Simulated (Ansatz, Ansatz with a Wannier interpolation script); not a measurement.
# G0W0 band structure of CaMoO4 (I4_1/a), part 3 of 3

Aim: the G0W0 bands of CaMoO4 (I4_1/a) along the symmetry lines, with the gap off the mesh.

Ansatz 0.2.0; LDA, Wannier functions and G0W0, plane waves, PAW. Known limits of the many-body steps: not at the basis limit; no spin-orbit coupling.

So far. Step 3 (Wannier functions (Mo:4d O:2p) on 8×8×8): Near the gap the model misses directly solved bands by 0.3 meV r.m.s. and by 8 meV at most in the window tested. This tests the starting bands, not the corrections carried with them. Step 4 (G0W0 at every point of the mesh: 4×4×4 mesh, 650 empty …): The gap on the mesh goes from 3.41 eV to 5.52 eV, a correction of +2.11 eV.

### 6. LDA+SOC bands, for comparison

The many-body steps leave out spin-orbit coupling, so its effect is taken from a two-component run, with twice the bands.

This step: DFT, LDA with spin-orbit coupling, plane waves, PAW.

input.yaml reads:

```yaml
crystal:
  lattice:
    - [-2.6118, 2.6118, 5.71425]
    - [2.6118, -2.6118, 5.71425]
    - [2.6118, 2.6118, -5.71425]
  atoms:
    - { symbol: Ca, position: [0.75, 0.25, 0.5] }
    - { symbol: Ca, position: [0.0, 0.0, 0.0] }
    - { symbol: Mo, position: [0.25, 0.75, 0.5] }
    - { symbol: Mo, position: [0.5, 0.5, 0.0] }
    - { symbol: O, position: [0.57776, 0.98246, 0.89142] }
    - { symbol: O, position: [0.73246, 0.34104, 0.9047] }
    - { symbol: O, position: [0.09104, 0.68634, 0.10858] }
    - { symbol: O, position: [0.43634, 0.82776, 0.0953] }
    - { symbol: O, position: [0.17224, 0.26754, 0.60858] }
    - { symbol: O, position: [0.01754, 0.90896, 0.5953] }
    - { symbol: O, position: [0.65896, 0.56366, 0.39142] }
    - { symbol: O, position: [0.31366, 0.42224, 0.4047] }
kpoints:
  mp_grid: { grid: [4, 4, 4] }
  band_path:
    path:
      - [[0.0, 0.0, 0.0], [0.0, 0.0, 0.5], [0.25, 0.25, 0.25], [0.0, 0.5, 0.0], [0.0, 0.0, 0.0], [0.5, 0.5, -0.5], [0.30222776, 0.69777224, -0.30222776]]
      - [[-0.30222776, 0.30222776, 0.30222776], [0.0, 0.0, 0.0]]
      - [[0.0, 0.0, 0.5], [-0.10445551, 0.10445551, 0.5]]
      - [[0.5, 0.5, -0.10445551], [0.5, 0.5, -0.5]]
    npoints: 10
hamiltonian:
  xc: lda
scf:
  occupations: { method: fermi_dirac, width: 0.02 }
  n_extra_bands: 16
magnetization:
  noncollinear: true
  spin_orbit: true
output:
  eigenvalues: true
```

Command:

```
> ansatz run input.yaml --threads 3 --pin off --max-ram 92160MiB --backend cuda --events-out ev --progress --plain --runs-dir out --devices 1 --max-vram 13GiB  # rebuilt from the run's record
```

Numbers of over 12 decimals in the logs are rounded to 6 here.

What it wrote:

```text
[...]
GPUs: using 1 of 1 available (devices: 1).
[...]
non-collinear run that drives no moment, with spin-orbit: no starting moment large enough to seed its density (crystal.atoms[].spin), no starting occupations that ask for one, no magnetisation constraint and no magnetic field, so the semilocal B_xc is pinned to zero
[...]
GPU FFT provider: cuFFT
GPU libraries: cuBLAS 13.8.2, cuFFT 12.4.0, cuSOLVER 12.3.4
Crystal: 12 atoms, lattice volume = 155.919 Å³
Basis set: ecut = 420 eV, 3067 PW (Γ)
Bands: 112, of which v1, the nominal top of the filled ones, is band 96 counted from 1 (95 counted from 0)
Symmetry: 8 space group operations + 8 with time reversal
[...]
k-points: 14 of 64
Projection manifold: j_resolved (fully-relativistic pseudo-atomic orbitals)
[...]
GPU buffer pool allocated for 110592 grid points (all kernels)
[...]
SCF iter   1: F=—  HF=-17696.833479 eV  |F-HF|=—  |Δ(HF+E_count)|=         —  Δρ=1.15e-1  dr2=4.20e1  dr2_m=0.00e0 (ungated)  ethr=3.10e-3  |M|=0.00e0 ∫|m|=0.00e0 μB  |m|>n=0.0e0 m-floor=0.0e0 τ_xc=0.0e0  β_m=0.30  ⟨swp⟩=9.5  Hψ=4203  notcnv=0
[...]
spin=Noncollinear: Resta preconditioning applied to the charge; magnetization (m_x, m_y, m_z) channels mix plain (no charge-response kernel on spin).
SCF iter   2: F=—  HF=-17689.025639 eV  |F-HF|=—  |Δ(HF+E_count)|=    7.81e0  Δρ=5.78e-2  dr2=1.02e1  dr2_m=0.00e0 (ungated)  ethr=3.10e-3  |M|=0.00e0 ∫|m|=0.00e0 μB  |m|>n=0.0e0 m-floor=0.0e0 τ_xc=0.0e0  β_m=0.41  ⟨swp⟩=3.9  Hψ=1663  notcnv=0  defer=120
[...]
SCF iter  10: F=-17686.126472 eV  HF=-17686.126472 eV  |F-HF|=1.51e-8  |Δ(HF+E_count)|=   4.24e-9  Δρ=3.63e-6  dr2=2.16e-8  dr2_m=0.00e0 (ungated)  ethr=1.04e-10  |M|=0.00e0 ∫|m|=0.00e0 μB  |m|>n=0.0e0 m-floor=0.0e0 τ_xc=0.0e0  ⟨swp⟩=13.7  Hψ=3099  notcnv=0
SCF 1 converged in 10 iterations: F = -17686.126472 eV  dr2 = 2.16e-8
[...]
SCF converged after 10 iterations
Magnetization: |M| = 0.0000 μB,  M = (+0.0000, +0.0000, +0.0000) μB
Absolute magnetization: 0.0000 μB (∫|m|)
  site 0: m = (+0.0000, +0.0000, +0.0000) μB, |m| = 0.0000 μB  (R = 1.01 Å)
  site 1: m = (+0.0000, +0.0000, +0.0000) μB, |m| = 0.0000 μB  (R = 1.01 Å)
  site 2: m = (+0.0000, +0.0000, +0.0000) μB, |m| = 0.0000 μB  (R = 0.73 Å)
  site 3: m = (+0.0000, +0.0000, +0.0000) μB, |m| = 0.0000 μB  (R = 0.73 Å)
  site 4: m = (+0.0000, +0.0000, +0.0000) μB, |m| = 0.0000 μB  (R = 0.73 Å)
  site 5: m = (+0.0000, +0.0000, +0.0000) μB, |m| = 0.0000 μB  (R = 0.73 Å)
  site 6: m = (+0.0000, +0.0000, +0.0000) μB, |m| = 0.0000 μB  (R = 0.73 Å)
  site 7: m = (+0.0000, +0.0000, +0.0000) μB, |m| = 0.0000 μB  (R = 0.73 Å)
  site 8: m = (+0.0000, +0.0000, +0.0000) μB, |m| = 0.0000 μB  (R = 0.73 Å)
  site 9: m = (+0.0000, +0.0000, +0.0000) μB, |m| = 0.0000 μB  (R = 0.73 Å)
  site 10: m = (+0.0000, +0.0000, +0.0000) μB, |m| = 0.0000 μB  (R = 0.73 Å)
  site 11: m = (+0.0000, +0.0000, +0.0000) μB, |m| = 0.0000 μB  (R = 0.73 Å)
Free energy (F): -17686.126472 eV
[...]
Internal energy: -17686.126472 eV  (E = F + TS)
E sigma→0 (E₀):  -17686.126472 eV
Fermi energy:    8.320827 eV
[...]
--- Band table (eV; the first three rows and the last of 14) ---
  k-point 0: bands = [... 92 lower, 6.5978, 6.5978, 6.6116, 6.6116, 10.0178, 10.0178, 10.4476, 10.4476, ... 12 higher]
  k-point 1: bands = [... 92 lower, 6.1632, 6.1632, 6.4281, 6.4281, 10.2271, 10.2271, 10.6181, 10.6181, ... 12 higher]
  k-point 2: bands = [... 92 lower, 6.1479, 6.1479, 6.1479, 6.1479, 10.3309, 10.3309, 10.3309, 10.3309, ... 12 higher]
  k-point 13: bands = [... 92 lower, 6.5354, 6.5354, 6.5354, 6.5354, 10.2346, 10.2346, 10.2346, 10.2346, ... 12 higher]
```

Run time: 18 s. Hardware: 1 × NVIDIA H100 80GB HBM3 (shared by 6 runs) with 3 threads of AMD EPYC 7R13 (Zen 3), shared host; peak memory 2.1 GiB.

This step gave:

```
filled bands         : 96
gap                  : 3.406 eV
valence top at       : k = Γ
conduction bottom at : k = Γ
least direct gap     : 3.406 eV
```

The gap stands −0.01 eV against LDA.

### 7. HSE06 bands, for comparison

This step: DFT, HSE06, plane waves, PAW.

Changes to input.yaml since step 6:

```diff
@@ -28,10 +28,11 @@
 hamiltonian:
-  xc: lda
+  xc: hse06
 scf:
-  occupations: { method: fermi_dirac, width: 0.02 }
-  n_extra_bands: 16
-magnetization:
-  noncollinear: true
-  spin_orbit: true
+  occupations: { method: fixed }
+  n_extra_bands: 8
 output:
   eigenvalues: true
+  write_density: true
+  write_potential: true
+  elf: true
+  volumetric_format: npy
```

What it wrote:

```text
[...]
GPUs: using 1 of 1 available (devices: 1).
[...]
davidson cushion auto → on  (no smearing: the cushion is to keep the highest requested band from converging to the state above it; pin scf.eigensolver.cushion to override)
[...]
GPU FFT provider: cuFFT
GPU libraries: cuBLAS 13.8.2, cuFFT 12.4.0, cuSOLVER 12.3.4
Crystal: 12 atoms, lattice volume = 155.919 Å³
Basis set: ecut = 420 eV, 3067 PW (Γ)
Bands: 56, of which v1, the nominal top of the filled ones, is band 48 counted from 1 (47 counted from 0)
Symmetry: 8 space group operations
[...]
k-points: 14 of 64
[...]
GPU buffer pool allocated for 110592 grid points (all kernels)
[...]
SCF iter   1: F=—  HF=-18096.062109 eV  |F-HF|=—  |Δ(HF+E_count)|=         —  Δρ=1.52e-3  dr2=1.58e-3  ethr=1.77e-3  ⟨swp⟩=8.0  Hψ=4049  notcnv=0
[...]
SCF iter   3: F=-18096.066375 eV  HF=-18096.066503 eV  |F-HF|=1.27e-4  |Δ(HF+E_count)|=   4.50e-5  Δρ=6.30e-4  dr2=5.67e-4  ethr=1.64e-6  ⟨swp⟩=3.1  Hψ=2136  notcnv=0  defer=1
SCF 1 stopped early in 3 iterations: F = -18096.066375 eV  dr2 = 5.67e-4
[...]
GPU FFT provider: cuFFT
GPU libraries: cuBLAS 13.8.2, cuFFT 12.4.0, cuSOLVER 12.3.4
[...]
GPU buffer pool allocated for 110592 grid points (all kernels)
[...]
SCF 2 stopped early in 7 iterations: F = -18099.096072 eV  dr2 = 2.00e-5
[...]
hybrid outer 1: dexx = +5.921e-2 eV, tail = 1.42e-4 eV
GPU FFT provider: cuFFT
GPU libraries: cuBLAS 13.8.2, cuFFT 12.4.0, cuSOLVER 12.3.4
GPU buffer pool allocated for 110592 grid points (all kernels)
[...]
Frozen-core exchange: fock
SCF iter   1: F=—  HF=-18099.095825 eV  |F-HF|=—  |Δ(HF+E_count)|=         —  Δρ=1.17e-4  dr2=2.95e-5  ethr=7.42e-7  ⟨swp⟩=3.8  Hψ=1893  notcnv=0
[...]
SCF iter   4: F=-18099.095822 eV  HF=-18099.095822 eV  |F-HF|=3.34e-9  |Δ(HF+E_count)|=   3.71e-8  Δρ=2.55e-6  dr2=9.93e-9  ethr=1.16e-10  ⟨swp⟩=3.0  Hψ=2072  notcnv=0
SCF 3 converged in 4 iterations: F = -18099.095822 eV  dr2 = 9.93e-9
hybrid outer 2: dexx = +2.652e-6 eV, tail = 6.74e-8 eV, Δε = 3.44e-3 eV (about 8.69e-5 eV left of the loop's levels)
[...]
hybrid SCF converged: 2 outer / 11 inner (+3 warm-up), last move |dexx| = 2.65e-6 eV, tail = 6.74e-8 eV
Stability not checked: this state was not tested for a lower state beside it, because the functional holds exact exchange (a hybrid, or Hartree-Fock), whose exchange loop this test does not read (fock_operator; see scf.lower_state_search)
Free energy (F): -18099.095823 eV
Frozen-core exchange: fock
[...]
Internal energy: -18099.095823 eV  (E = F + TS)
E sigma→0 (E₀):  -18099.095823 eV
Fermi energy:    5.887839 eV
[...]
--- Band table (eV; the first three rows and the last of 14) ---
  k-point 0: bands = [... 44 lower, 5.1775, 5.5541, 5.8878, 5.8878, 10.8187, 11.2378, 11.5816, 11.6348, ... 4 higher]
  k-point 1: bands = [... 44 lower, 5.3394, 5.4136, 5.4266, 5.7042, 11.0287, 11.4167, 11.4378, 11.7353, ... 4 higher]
  k-point 2: bands = [... 44 lower, 5.2809, 5.2809, 5.4235, 5.4235, 11.1406, 11.1406, 11.6678, 11.6678, ... 4 higher]
  k-point 13: bands = [... 44 lower, 5.4398, 5.4398, 5.8173, 5.8173, 11.0532, 11.0532, 11.3107, 11.3107, ... 4 higher]
```

Wall time 4.5 min (1 × NVIDIA H100 80GB HBM3 (shared by 6 runs) with 3 threads); peak memory 1.9 GiB; 12 min of CPU time.

Numbers from this step:

```yaml
filled_bands: 48
gap: 4.931 eV
valence_top_at: Γ
conduction_bottom_at: Γ
least_direct_gap: 4.931 eV
```

The gap stands +1.52 eV against LDA.

### 8. Outcome

| Item | Value |
| --- | --- |
| LDA gap | 3.41 eV |
| G0W0 gap over the zone | 5.52 eV, direct |
| least direct G0W0 gap, in the model | 5.52 eV |
| with the spin-orbit change | 5.51 eV |
| GW settings | 4×4×4 mesh, 650 empty bands, screening to 150 eV |
| known limits | not at the basis limit; no spin-orbit coupling |

**Reading.** The Wannier model follows the LDA bands to under 1 meV r.m.s. near the gap. The G0W0 gap over the zone is 5.52 eV, direct, from Γ to Γ; on the mesh alone it is 5.52 eV, nearly the same. The valence width in the model goes from 4.76 eV to 4.75 eV. LDA+SOC gives a gap of 3.41 eV on the same path, a spin-orbit change of −0.01 eV that would bring the G0W0 gap to 5.51 eV. HSE06 gives a gap of 4.93 eV on the same path. Against experiment, by G0W0@LDA with the spin-orbit change: the direct gap of 5.51 eV lies +1.01 eV from the measured 4.5 ± 0.05 eV (direct, 2017). An exciton line or allowed optical edge lies below the quasiparticle gap by the binding energy; a forbidden edge can push the onset above it. The calculation has static nuclei and no excitons; a measured gap holds zero-point and thermal motion, which mostly lowers it. A miss this large is more than these effects usually give: tightly bound excitons can cover part of it, absorption edges can read low, one-shot GW can overshoot, and the runs shown don't tell these apart. Bands and cutoff are finite, so the gap is not at the basis limit. The miss can reach some tenths of an eV and take either sign; the mesh is an error of its own. Above the frozen window of the model the interpolated levels need not meet the computed ones, even at points of the mesh.

[Paths, hosts, dates, memory and timing lines, banners, echoed tables and standing remarks are left out of the program output.]

[Logs are printed without paths, hosts, clocks, repeated set-up lines and the standing remarks that a program may print on its own settings, such as how far it seeks lower states.]

[Runs of the session that timed out or met a known fault of the program may be left out.]

[Hosts, paths, dates, database ids (printed as entryN), source tags and the programs' standing remarks are cut or masked in the printed files.]
